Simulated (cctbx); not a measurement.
**Diagnosing a refinement**

Cell a = 4.8860 Å, b = 4.8860 Å, c = 8.8900 Å, α = 90.00°, β = 90.00°, γ = 120.00°; space group P6_322 (no. 182).

The data are simulated with cctbx, not measured: Ga Kα, λ = 1.3414 Å, to d = 0.83 Å, 80 % of the full sphere, strongest reflection 20000 counts, noise from counting, a 3 % proportional error and a noise floor of 2 counts (s.d.); no absorption, and some extinction, which the refinements don't model.

An isotropic refinement with weights 1/σ² prints:

```text
Rint 0.030, 118 unique reflections to 0.83 A
cycle     R1     wR2    GooF  max shift (A)
   1  0.3040  0.6309  36.315   0.24439
   3  0.0082  0.0175   1.008   0.00000
final R1 0.0082 wR2 0.0175 GooF 1.008  parameters 5  data/parameter 23.6
atom        x        y        z      Ueq    occ   su(xyz)  su(Uiso or U11)
Zr1    0.66667  0.33333  0.75000   0.0032  1.000  0.00000  0.0001
Al1    0.67454  0.67454  0.50000   0.0048  1.000  0.00012  0.0001
Al2    0.66667  0.33333  0.25000   0.0051  1.000  0.00000  0.0002
Al3    0.00000  0.00000  0.25000   0.0049  1.000  0.00000  0.0002
difference map: max 0.25 min -0.39 rms 0.06
Q1    0.3333  0.6667  0.0396    4    0.25  1.69 A from Al1
Q2    0.3333  0.6667  0.5337    4    0.23  1.68 A from Al1
Q3    0.0000  0.0000  0.0485    4    0.23  1.65 A from Al1
Q4    0.2360  0.4698  0.5990   12    0.16  1.34 A from Al1
Q5    0.0097  0.5144  0.4261   12    0.11  1.11 A from Al1
Q6    0.0670  0.1507  0.1636   12    0.10  1.00 A from Al3
```

Q: Accept it or mend it, and why?

It can stand. The set-up had a fault (start far from the minimum), but the refinement still reached the right minimum: R1 = 0.0082, wR2 = 0.0175, GooF = 1.01 against R1 = 0.0082, wR2 = 0.0175, GooF = 1.01 for the right model.

The compound is ZrAl5. The right model at the same level gives:

```text
Rint 0.030, 118 unique reflections to 0.83 A
cycle     R1     wR2    GooF  max shift (A)
   1  0.1300  0.2956  17.014   0.04906
   2  0.0082  0.0175   1.008   0.00000
final R1 0.0082 wR2 0.0175 GooF 1.008  parameters 5  data/parameter 23.6
atom        x        y        z      Ueq    occ   su(xyz)  su(Uiso or U11)
Zr1    0.66667  0.33333  0.75000   0.0032  1.000  0.00000  0.0001
Al1    0.67454  0.67454  0.50000   0.0048  1.000  0.00012  0.0001
Al2    0.66667  0.33333  0.25000   0.0051  1.000  0.00000  0.0002
Al3    0.00000  0.00000  0.25000   0.0049  1.000  0.00000  0.0002
difference map: max 0.25 min -0.39 rms 0.06
Q1    0.3333  0.6667  0.0396    4    0.25  1.69 A from Al1
Q2    0.3333  0.6667  0.5337    4    0.23  1.68 A from Al1
Q3    0.0000  0.0000  0.0485    4    0.23  1.65 A from Al1
Q4    0.2360  0.4698  0.5990   12    0.16  1.34 A from Al1
Q5    0.0097  0.5144  0.4261   12    0.11  1.11 A from Al1
Q6    0.0670  0.1507  0.1636   12    0.10  1.00 A from Al3
```

Isotropic U is held between 0.0001 and 1 Å² by the program, and listed peak heights are interpolated, so they can pass the grid's maximum.

This is a model crystal, built by substitution and not relaxed, with assumed displacement parameters.

[Middle refinement cycles are left out of these outputs.]

[Logs are printed without paths, hosts, clocks, repeated set-up lines and the standing remarks that a program may print on its own settings, such as how far it seeks lower states.]
